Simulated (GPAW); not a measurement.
# MnSi15 (Si32 Mn2 d2p35): parallel and opposed starts

Wanted: the moments of MnSi15 (Si32 Mn2 d2p35) and the energy of each order that was tried.

Method: PBE with U = 4 eV on Mn d; plane waves with GPAW's PAW setups, scalar-relativistic, in GPAW 26.7.0.

## (1) The structure

It takes space group C2/m (No. 12, monoclinic). Conventional cell: a = 15.361 Å, b = 15.361 Å, c = 5.431 Å, α = 90.00°, β = 90.00°, γ = 90.00°. Nearest to Mn lie 3 Si at 2.35 Å and 1 Mn at 2.35 Å. Nearest to Si lie 3 Si at 2.35 Å and 1 Mn at 2.35 Å. Si has 4 Si at 2.35 Å nearest. Nearest to Si lie 4 Si at 2.35 Å. Nearest to Si lie 4 Si at 2.35 Å. substitutional dopants on the host's measured lattice, atoms not relaxed. Farther neighbours are not listed.

The cell is a made-up one and need not be a known phase.

## (2) Start 1: ferro ++

The parallel start comes first: it fits the smallest cell, keeps the most symmetry and shows whether parallel moments form. A Hubbard term is added for the open shell, as is usual where its electrons are localised.

The input, order1.py:

```python
import json
import numpy as np
from ase import Atoms
from ase.parallel import paropen, parprint
from gpaw import GPAW

atoms = Atoms(['Mn', 'Mn', 'Si', 'Si', 'Si', 'Si', 'Si', 'Si', 'Si', 'Si', 'Si', 'Si', 'Si', 'Si', 'Si', 'Si', 'Si', 'Si', 'Si', 'Si', 'Si', 'Si', 'Si', 'Si', 'Si', 'Si', 'Si', 'Si', 'Si', 'Si', 'Si', 'Si'],
    cell=[[10.862, 0.0, 0.0],
         [0.0, 10.862, 0.0],
         [0.0, 0.0, 5.431]],
    scaled_positions=[[0.0, 0.0, 0.0],
         [0.125, 0.125, 0.25],
         [0.0, 0.25, 0.5],
         [0.125, 0.375, 0.75],
         [0.25, 0.0, 0.5],
         [0.375, 0.125, 0.75],
         [0.25, 0.25, 0.0],
         [0.375, 0.375, 0.25],
         [0.0, 0.5, 0.0],
         [0.125, 0.625, 0.25],
         [0.0, 0.75, 0.5],
         [0.125, 0.875, 0.75],
         [0.25, 0.5, 0.5],
         [0.375, 0.625, 0.75],
         [0.25, 0.75, 0.0],
         [0.375, 0.875, 0.25],
         [0.5, 0.0, 0.0],
         [0.625, 0.125, 0.25],
         [0.5, 0.25, 0.5],
         [0.625, 0.375, 0.75],
         [0.75, 0.0, 0.5],
         [0.875, 0.125, 0.75],
         [0.75, 0.25, 0.0],
         [0.875, 0.375, 0.25],
         [0.5, 0.5, 0.0],
         [0.625, 0.625, 0.25],
         [0.5, 0.75, 0.5],
         [0.625, 0.875, 0.75],
         [0.75, 0.5, 0.5],
         [0.875, 0.625, 0.75],
         [0.75, 0.75, 0.0],
         [0.875, 0.875, 0.25]],
    pbc=True,
    magmoms=[4.5, 4.5, 0.0, 0.0, 0.0, 0.0, 0.0, 0.0, 0.0, 0.0, 0.0, 0.0, 0.0, 0.0, 0.0, 0.0, 0.0, 0.0, 0.0, 0.0, 0.0, 0.0, 0.0, 0.0, 0.0, 0.0, 0.0, 0.0, 0.0, 0.0, 0.0, 0.0])
atoms.calc = GPAW(mode={'name': 'pw', 'ecut': 450},
    xc='PBE',
    kpts={'size': (3, 3, 5), 'gamma': True},
    occupations={'name': 'fermi-dirac', 'width': 0.05},
    convergence={'density': 1e-05, 'energy': 1e-05},
    maxiter=200,
    mixer={'name': 'pulay', 'beta': 0.05, 'nmaxold': 6, 'weight': 50},
    setups={'Mn': ':d,4.0'},
    symmetry={'tolerance': 1e-4},
    txt='order1.txt')
e = atoms.get_potential_energy(force_consistent=True)
res = {'free_energy': e, 'energy_sigma0': atoms.get_potential_energy(), 'fermi_energy': atoms.calc.get_fermi_level()}
res['moments'] = atoms.get_magnetic_moments().tolist()
res['total'] = atoms.get_magnetic_moment()
parprint('site moments (muB):', np.round(res['moments'], 3))
parprint(f"total moment: {res['total']:.3f} muB")
parprint(f'free energy: {e:.6f} eV')
atoms.calc.write('order1.gpw')
with paropen('results.json', 'w') as f:
    json.dump(res, f)
```

Run with:

```console
$ OMP_NUM_THREADS=1 mpirun -n 4 gpaw python order1.py > order1.log
```

Numbers of over 12 decimals in the logs are rounded to 6 here.

What it wrote:

```text
site moments (muB): [ 4.089e+00  4.089e+00 -7.300e-02  4.000e-03 -7.300e-02  4.000e-03
 -7.800e-02 -1.000e-03 -8.000e-03 -8.000e-03  4.000e-03 -7.300e-02
 -5.000e-03 -6.000e-03 -3.000e-03 -3.000e-03 -8.000e-03 -8.000e-03
 -5.000e-03 -6.000e-03  4.000e-03 -7.300e-02 -3.000e-03 -3.000e-03
 -9.000e-03 -9.000e-03 -6.000e-03 -5.000e-03 -6.000e-03 -5.000e-03
 -1.000e-03 -7.800e-02]
total moment: 8.016 muB
free energy: -173.020541 eV

--- order1.txt ---
Input parameters:
  mode=PW(ecut=450),
  convergence={'density': 1e-05, 'energy': 1e-05},
  kpts=MonkhorstPack(size=(3, 3, 5), gamma=True),
  maxiter=200,
  mixer=Pulay(name='pulay', nmaxold=6, beta=0.05, weight=50, sigma=0.015, g_ss=None),
  occupations=Occupations(name='fermi-dirac', width=0.05),
  setups={'Mn': ':d,4.0'},
  symmetry=Symmetry(tolerance=0.0001),
  xc=XC(name='PBE')

Diagonalizing LCAO Hamiltonian
Converting LCAO to pw mode
        .--------------------------.
       /|                          |
      / |                          |
     /  |  Si           Si         |
    /   |      Si            Si    |
   /  Si|           Si             |
  /    Si        Si  Si        Si  |
 *      .--Si------------Si--------.
 |     / Si Si        Si Si       /
 | Si /      Si Si         Si    /
 |   Si Si    Si  Si Si    Si   /
 |  /Mn            Si          /
 | /     Si            Si     /
 |/                          /
 Mn------------Si-----------*

Atoms  # Å, Bohr magnetons
|    | symbol |        x |        y |        z |    initial magnetic moments |
|----|--------|----------|----------|----------|-----------------------------|
|  0 |     Mn | 0.000000 | 0.000000 | 0.000000 | ( 0.0000,  0.0000,  4.5000) |
|  1 |     Mn | 1.357750 | 1.357750 | 1.357750 | ( 0.0000,  0.0000,  4.5000) |
|  2 |     Si | 0.000000 | 2.715500 | 2.715500 | ( 0.0000,  0.0000,  0.0000) |
|  3 |     Si | 1.357750 | 4.073250 | 4.073250 | ( 0.0000,  0.0000,  0.0000) |
|  4 |     Si | 2.715500 | 0.000000 | 2.715500 | ( 0.0000,  0.0000,  0.0000) |
|  5 |     Si | 4.073250 | 1.357750 | 4.073250 | ( 0.0000,  0.0000,  0.0000) |
|  6 |     Si | 2.715500 | 2.715500 | 0.000000 | ( 0.0000,  0.0000,  0.0000) |
|  7 |     Si | 4.073250 | 4.073250 | 1.357750 | ( 0.0000,  0.0000,  0.0000) |
|  8 |     Si | 0.000000 | 5.431000 | 0.000000 | ( 0.0000,  0.0000,  0.0000) |
|  9 |     Si | 1.357750 | 6.788750 | 1.357750 | ( 0.0000,  0.0000,  0.0000) |
| 10 |     Si | 0.000000 | 8.146500 | 2.715500 | ( 0.0000,  0.0000,  0.0000) |
| 11 |     Si | 1.357750 | 9.504250 | 4.073250 | ( 0.0000,  0.0000,  0.0000) |
| 12 |     Si | 2.715500 | 5.431000 | 2.715500 | ( 0.0000,  0.0000,  0.0000) |
| 13 |     Si | 4.073250 | 6.788750 | 4.073250 | ( 0.0000,  0.0000,  0.0000) |
| 14 |     Si | 2.715500 | 8.146500 | 0.000000 | ( 0.0000,  0.0000,  0.0000) |
| 15 |     Si | 4.073250 | 9.504250 | 1.357750 | ( 0.0000,  0.0000,  0.0000) |
| 16 |     Si | 5.431000 | 0.000000 | 0.000000 | ( 0.0000,  0.0000,  0.0000) |
| 17 |     Si | 6.788750 | 1.357750 | 1.357750 | ( 0.0000,  0.0000,  0.0000) |
[...]
| 22 |     Si | 8.146500 | 2.715500 | 0.000000 | ( 0.0000,  0.0000,  0.0000) |
| 23 |     Si | 9.504250 | 4.073250 | 1.357750 | ( 0.0000,  0.0000,  0.0000) |
| 24 |     Si | 5.431000 | 5.431000 | 0.000000 | ( 0.0000,  0.0000,  0.0000) |
| 25 |     Si | 6.788750 | 6.788750 | 1.357750 | ( 0.0000,  0.0000,  0.0000) |
| 26 |     Si | 5.431000 | 8.146500 | 2.715500 | ( 0.0000,  0.0000,  0.0000) |
| 27 |     Si | 6.788750 | 9.504250 | 4.073250 | ( 0.0000,  0.0000,  0.0000) |
| 28 |     Si | 8.146500 | 5.431000 | 2.715500 | ( 0.0000,  0.0000,  0.0000) |
| 29 |     Si | 9.504250 | 6.788750 | 4.073250 | ( 0.0000,  0.0000,  0.0000) |
| 30 |     Si | 8.146500 | 8.146500 | 0.000000 | ( 0.0000,  0.0000,  0.0000) |
| 31 |     Si | 9.504250 | 9.504250 | 1.357750 | ( 0.0000,  0.0000,  0.0000) |

Unit cell  # Å
| periodic |         x |         y |        z |   lengths |    angles |
|----------|-----------|-----------|----------|-----------|-----------|
|      yes | 10.862000 |  0.000000 | 0.000000 | 10.862000 | 90.000000 |
|      yes |  0.000000 | 10.862000 | 0.000000 | 10.862000 | 90.000000 |
|      yes |  0.000000 |  0.000000 | 5.431000 |  5.431000 | 90.000000 |

Number of symmetries: 2

BZ-sampling:
  Number of BZ points: 45
  Number of IBZ points: 16

  Monkhorst-Pack size: [3, 3, 5]
  Monkhorst-Pack shift: [0, 0, 0]

K-points  # in reciprocal-cell coordinates
|     |                                coordinates |     weight |
|-----|--------------------------------------------|------------|
|   0 | (  0.00000000,   0.00000000,   0.00000000) | 0.02222222 |
|   1 | (  0.00000000,   0.00000000,   0.20000000) | 0.04444444 |
|   2 | (  0.00000000,   0.00000000,   0.40000000) | 0.04444444 |
|   3 | (  0.33333333,  -0.33333333,   0.00000000) | 0.04444444 |
|   4 | (  0.33333333,  -0.33333333,   0.20000000) | 0.08888889 |
|   5 | (  0.33333333,  -0.33333333,   0.40000000) | 0.08888889 |
|   6 | (  0.33333333,   0.00000000,  -0.40000000) | 0.08888889 |
|   7 | (  0.33333333,   0.00000000,  -0.20000000) | 0.08888889 |
|   8 | (  0.33333333,   0.00000000,   0.00000000) | 0.08888889 |
|   9 | (  0.33333333,   0.00000000,   0.20000000) | 0.08888889 |
| ... |                                            |            |
|  15 | (  0.33333333,   0.33333333,   0.40000000) | 0.04444444 |

Plane wave coefficients: 13930
Cutoff: 450.000000 eV

Spin-components: 2 (collinear spins)
Bands:           100
Projectors:      162
Spin-degeneracy: 1
Datatype:        complex128

Parallelization:
  kpt:    4
  domain: 1
  band:   1

Density:
  Valence electrons: 150.0
  Components: 2
  Grid points: [54 54 27]
  Charge: 0.0  # |e|

Potential:
  Grid points: [54 54 27]

species:
  Mn:
    name:    Manganese
    Z:       25.0
    valence: 15
    core:    10
    charge:  0.0  # [|e|]
    Hubbard: {U: 4.0,  # eV
              l: 2,
              scale: True}
    compensation charges:
      type: gauss
      rc: 0.38  # [Å]
      lmax: 2
    cutoffs:
      filter: 2.14  # [Å]
      core: 0.86  # [Å]
    projectors
    | kind |    occ | energy [eV] | rcut [Å] |
    |------|--------|-------------|----------|
    |   3s |  2.000 |     -85.859 |    1.275 |
    |   4s |  2.000 |      -5.106 |    1.275 |
    |   3p |  6.000 |     -54.597 |    1.281 |
    |   4p |  0.000 |      -1.371 |    1.281 |
    |   3d |  5.000 |      -6.771 |    1.138 |
    |    d |        |      20.441 |    1.138 |

    Using partial waves for Mn as LCAO basis

  Si:
    name:    Silicon
    Z:       14.0
    valence: 4
    core:    10
    charge:  0.0  # [|e|]
    compensation charges:
      type: gauss
      rc: 0.33  # [Å]
      lmax: 2
    cutoffs:
      filter: 1.86  # [Å]
      core: 2.06  # [Å]
    projectors
    | kind |    occ | energy [eV] | rcut [Å] |
    |------|--------|-------------|----------|
    |   3s |  2.000 |     -10.812 |    1.058 |
    |   3p |  2.000 |      -4.081 |    1.058 |
    |    s |        |      16.399 |    1.058 |
    |    p |        |      23.130 |    1.058 |
    |    d |        |       0.000 |    1.058 |

    Using partial waves for Si as LCAO basis

Reference energy: -299618.503652  # eV

eigensolver:
  PPCG
  Converge bands: occupied
  niter=2

density mixing:
  Pulay-Mixer
  Linear mixing parameters: 0.05
  Old densities: 6
  Fourier metric: weight=50, sigma=0.015

occupation numbers:
  Fermi-Dirac:
    width: 0.0500  # eV

poisson solver:
  ecut: 3600.000000  # eV

xc functional:
  name: PBE with 2 nearest neighbor stencil

convergence criteria:
- Maximum integral of absolute [dens]ity change: 1e-05 electrons / valence electron
- Maximum [total energy] change in last 3 cyles: 1e-05 eV / valence electron
- Maximum integral of absolute [eigenst]ate change: 4e-08 eV^2 / valence electron
maximum number of iterations: 200

SCF iterations
|iter     |      energy | eigst |  dens |  magmom |
|---------|-------------|-------|-------|---------|
|iter:   1|       0s | -173.785554 | +0.30 |       |  +9.0228|
|iter:   2|      18s | -174.028166 | -1.02 | -0.86 |  +8.9767|
|iter:   3|      36s | -173.089370 | -1.70 | -0.88 |  +8.6994|
|iter:   4|      54s | -172.992511 | -1.38 | -1.07 |  +8.2882|
|iter:   5|      73s | -172.949016 | -2.04 | -1.54 |  +8.2465|
|iter:   6|      91s | -173.003633 | -2.68 | -1.63 |  +8.1080|
|iter:   7|     110s | -173.019579 | -3.02 | -2.03 |  +8.0564|
|iter:   8|     129s | -173.009890 | -3.69 | -2.08 |  +8.0557|
|iter:   9|     147s | -173.007975 | -3.59 | -2.25 |  +8.0475|
|iter:  10|     166s | -173.008778 | -4.62 | -2.61 |  +8.0402|
[... 12 iterations left out ...]
|iter:  23|     400s | -173.012417c| -7.37 | -4.25 |  +8.0162|
|iter:  24|     414s | -173.012417c| -7.85c| -4.28 |  +8.0162|
|iter:  25|     424s | -173.012416c| -8.17c| -4.37 |  +8.0163|
|iter:  26|     434s | -173.012415c| -7.83c| -4.43 |  +8.0165|
|iter:  27|     444s | -173.012415c| -8.01c| -4.52 |  +8.0165|
|iter:  28|     453s | -173.012415c| -7.94c| -4.54 |  +8.0165|
|iter:  29|     463s | -173.012415c| -8.14c| -4.72 |  +8.0165|
|iter:  30|     472s | -173.012416c| -8.07c| -4.76 |  +8.0165|
|iter:  31|     482s | -173.012418c| -7.62c| -4.83 |  +8.0165|
|iter:  32|     492s | -173.012418c| -7.82c| -5.19c|  +8.0165|

Converged in 32 steps
Energy contributions relative to reference atoms: (reference = -299618.503652)

Energy contributions:
  Kinetic:         282.796865
  Coulomb:        -243.497715
  Zero:             -0.149181
  External:          0.000000
  Xc:             -212.154263
  Entropy:          -0.016246
  Spinorbit:         0.000000
  ----------------------------
  Free energy:    -173.020541
  Extrapolated:   -173.012418

dipole moment: (-95.904055, -95.904055, -95.173079)  # |e|*Ang

Total magnetic moment: (0.000000, 0.000000, 8.016499)

Local magnetic moments
|        x |        y |         z |
|----------|----------|-----------|
| 0.000000 | 0.000000 |  4.088705 |  # Mn   0
| 0.000000 | 0.000000 |  4.088706 |  # Mn   1
| 0.000000 | 0.000000 | -0.073334 |  # Si   2
| 0.000000 | 0.000000 |  0.003576 |  # Si   3
| 0.000000 | 0.000000 | -0.073334 |  # Si   4
| 0.000000 | 0.000000 |  0.003576 |  # Si   5
| 0.000000 | 0.000000 | -0.078349 |  # Si   6
| 0.000000 | 0.000000 | -0.001187 |  # Si   7
| 0.000000 | 0.000000 | -0.008124 |  # Si   8
| 0.000000 | 0.000000 | -0.008123 |  # Si   9
| 0.000000 | 0.000000 |  0.003576 |  # Si  10
| 0.000000 | 0.000000 | -0.073333 |  # Si  11
| 0.000000 | 0.000000 | -0.005335 |  # Si  12
| 0.000000 | 0.000000 | -0.005670 |  # Si  13
| 0.000000 | 0.000000 | -0.002574 |  # Si  14
| 0.000000 | 0.000000 | -0.002574 |  # Si  15
[...]
| 0.000000 | 0.000000 | -0.002574 |  # Si  22
| 0.000000 | 0.000000 | -0.002574 |  # Si  23
| 0.000000 | 0.000000 | -0.009195 |  # Si  24
| 0.000000 | 0.000000 | -0.009195 |  # Si  25
| 0.000000 | 0.000000 | -0.005670 |  # Si  26
| 0.000000 | 0.000000 | -0.005335 |  # Si  27
| 0.000000 | 0.000000 | -0.005670 |  # Si  28
| 0.000000 | 0.000000 | -0.005335 |  # Si  29
| 0.000000 | 0.000000 | -0.001187 |  # Si  30
| 0.000000 | 0.000000 | -0.078349 |  # Si  31

Fermi level: 5.221
Eigenvalues  # (at kpt = [0.000, 0.000, 0.000])
| band index |      eig [eV] | occ [0-1] |      eig [eV] | occ [0-1] |
|------------|---------------|-----------|---------------|-----------|
|          0 |       -76.513 |     1.000 |       -72.011 |     1.000 |
|        ... |               |           |               |           |
|         67 |         3.430 |     1.000 |         4.262 |     1.000 |
|         68 |         3.443 |     1.000 |         4.919 |     0.998 |
|         69 |         3.547 |     1.000 |         5.057 |     0.964 |
|         70 |         3.623 |     1.000 |         5.090 |     0.933 |
|         71 |         3.631 |     1.000 |         5.643 |     0.000 |
|         72 |         3.682 |     1.000 |         5.657 |     0.000 |
|         73 |         4.041 |     1.000 |         5.870 |     0.000 |
|         74 |         4.299 |     1.000 |         5.979 |     0.000 |
|         75 |         4.509 |     1.000 |         5.993 |     0.000 |
|         76 |         4.540 |     1.000 |         6.112 |     0.000 |
|         77 |         4.823 |     1.000 |         6.344 |     0.000 |
|         78 |         4.827 |     1.000 |         6.377 |     0.000 |
|         79 |         6.147 |     0.000 |         6.377 |     0.000 |
|         80 |         6.149 |     0.000 |         6.408 |     0.000 |
|         81 |         6.160 |     0.000 |         6.796 |     0.000 |
|         82 |         6.174 |     0.000 |         6.820 |     0.000 |
|        ... |               |           |               |           |
|         99 |         8.594 |     0.000 |         9.160 |     0.000 |

Gap: 0.028 eV
Transition (v -> c):
  (s=0, k=13, n=78, [0.33, 0.33, 0.00]) -> (s=0, k=5, n=79, [0.33, -0.33, 0.40])
Direct/indirect transitions are different
Direct gap: 0.132 eV
Transition at: (s=0, k=13, n=78, [0.33, 0.33, 0.00])
```

Elapsed: 8.7 min, on 4 MPI ranks of Intel Xeon Platinum 8375C at 2.90GHz (Ice Lake), shared host; peak memory 2.5 GiB.

Spin moment in the augmentation sphere by element, in μB:

```
element  atoms   mean  spread (r.m.s.)  least  largest
     Mn      2   4.09             0.00   4.09     4.09
     Si     30  -0.02             0.03  -0.08     0.00
```

The atoms farthest from the mean of their element:

```
atom       x, y, z (Å)  spin moment in the augmentation sphere (μB)
 Si7  2.72, 2.72, 0.00                                        -0.08
Si32  9.50, 9.50, 1.36                                        -0.08
 Si5  2.72, 0.00, 2.72                                        -0.07
 Si3  0.00, 2.72, 2.72                                        -0.07
Si22  9.50, 1.36, 4.07                                        -0.07
Si12  1.36, 9.50, 4.07                                        -0.07
 Si6  4.07, 1.36, 4.07                                         0.00
 Si4  1.36, 4.07, 4.07                                         0.00
```

Numbers from this step:

```
magnetization : 8.016 μB
final state   : ferromagnetic
```

After 32 cycles the largest moment stands at 4.09 μB.

(Continued in part 2 of 2.)

[Logs and program files are shortened in this print: banners, set-up blocks, solver, clock and traceback lines can be left out without a mark of their own.]

[Logs are printed without paths, hosts, clocks, repeated set-up lines and the standing remarks that a program may print on its own settings, such as how far it seeks lower states.]

[Hosts, paths, dates, database ids (printed as entryN), source tags and the programs' standing remarks are cut or masked in the printed files.]

[Where a cell is said to come from a database of computed structures, the database is the Materials Project.]

[Lattice constants of own cells that a recipe calls measured were typed without a cited source.]
